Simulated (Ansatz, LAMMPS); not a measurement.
# Static equation of state of amorphous Ge (61 atoms)

Density of this cell: 4.97 g/cm³. The cell holds 61 atoms: 61 Ge. Its edges and angles: a = 11.122 Å, b = 10.719 Å, c = 12.433 Å, α = 88.7°, β = 90.3°, γ = 91.9°. The starting structure: 61 atoms (61 Ge) placed at random at 5.25 g/cm³, melted at 3500 K for 10 ps at fixed volume with the Tersoff potential (Tersoff, Phys. Rev. B 39, 5566 (1989)). Quenched from 3500 K to 500 K at 3 K/ps and fixed volume, held 5 ps.

Calculated with Ansatz 0.2.0: Kohn-Sham DFT, PBE, PAW (set soft_1), plane waves; PAW set soft_1; cutoff 420 eV, Γ point, gaussian smearing of 0.025 eV. Cell and atoms were relaxed first, to V0 = 24.279 Å³ an atom at a residual P0 = 0.005 GPa. The cell was then scaled evenly, and the atoms were relaxed at each volume.

| volume (Å³/atom) | pressure (GPa) |
| --- | --- |
| 21.851 | 5.415 |
| 22.822 | ? |
| 23.551 | 1.612 |
| 25.007 | -1.332 |
| 25.736 | -2.465 |

**Question.** Fit the third-order Birch–Murnaghan equation to the rows given and interpolate to the withheld row.

Worked fit:

Take the Eulerian strain f = ½[(V0/V)^(2/3) − 1] and the normalised pressure F = (P − P0) / [3f(1 + 2f)^(5/2)]. The third-order Birch–Murnaghan equation is then the line F = B0 + (3/2)B0(B′ − 4) f, so u = f and v = F.

```
      u = f  v = F (GPa)
  0.0363826      41.5811
  0.0102569      49.6505
-0.00975639      47.9956
 -0.0190508      47.6307
```

With n = 4: mean u = 0.00445808, mean v = 46.7145, Σ(u − ū)² = 0.0018075, Σ(u − ū)(v − v̄) = -0.18661. Slope b = -0.18661 / 0.0018075 = -103.24; intercept a = v̄ − b ū = 47.175.

So B0 = a = 47.2 GPa and B′ = 4 + 2b/(3a) = 2.54. At the withheld volume f = 0.02106, F = a + b f = 45.00 GPa, and P = P0 + 3f(1 + 2f)^(5/2) F.

Prediction at 22.822: 3.157 GPa. The run gave 3.361 GPa, so the fit is low by 0.20 GPa (6.1 % of the value).

The series isn't one smooth equation of state: even a line fitted to all rows, the withheld one included, misses F by up to 7.1 %, the count of bonds changes along the series and an atom moves over 0.5 Å in some relaxation. B0 and B′ are then only the numbers of this fit, not moduli of the material. Among the rows given, the largest miss of the fit is at 21.851, by 0.24 GPa (3.0 % of the range of the table).

Limits: Static cells at zero temperature; the cell shape is held. The program notes that the SCF threshold of these relaxations is loose for the stress. The quench rate of 3 K/ps is many orders above laboratory rates, so the cell is likely richer in defects and strain than a real sample. The network of bonds at the start is that of the classical potential that made the cell, and needn't be the one that DFT or experiment would give. Only the Γ point is sampled, in a cell whose shortest periodic width is 11 Å.

[Long decimals in the printed logs are rounded to 6 places.]

[Logs are printed without paths, hosts, clocks, repeated set-up lines and the standing remarks that a program may print on its own settings, such as how far it seeks lower states.]

[Hosts, paths, dates, database ids (printed as entryN), source tags and the programs' standing remarks are cut or masked in the printed files.]
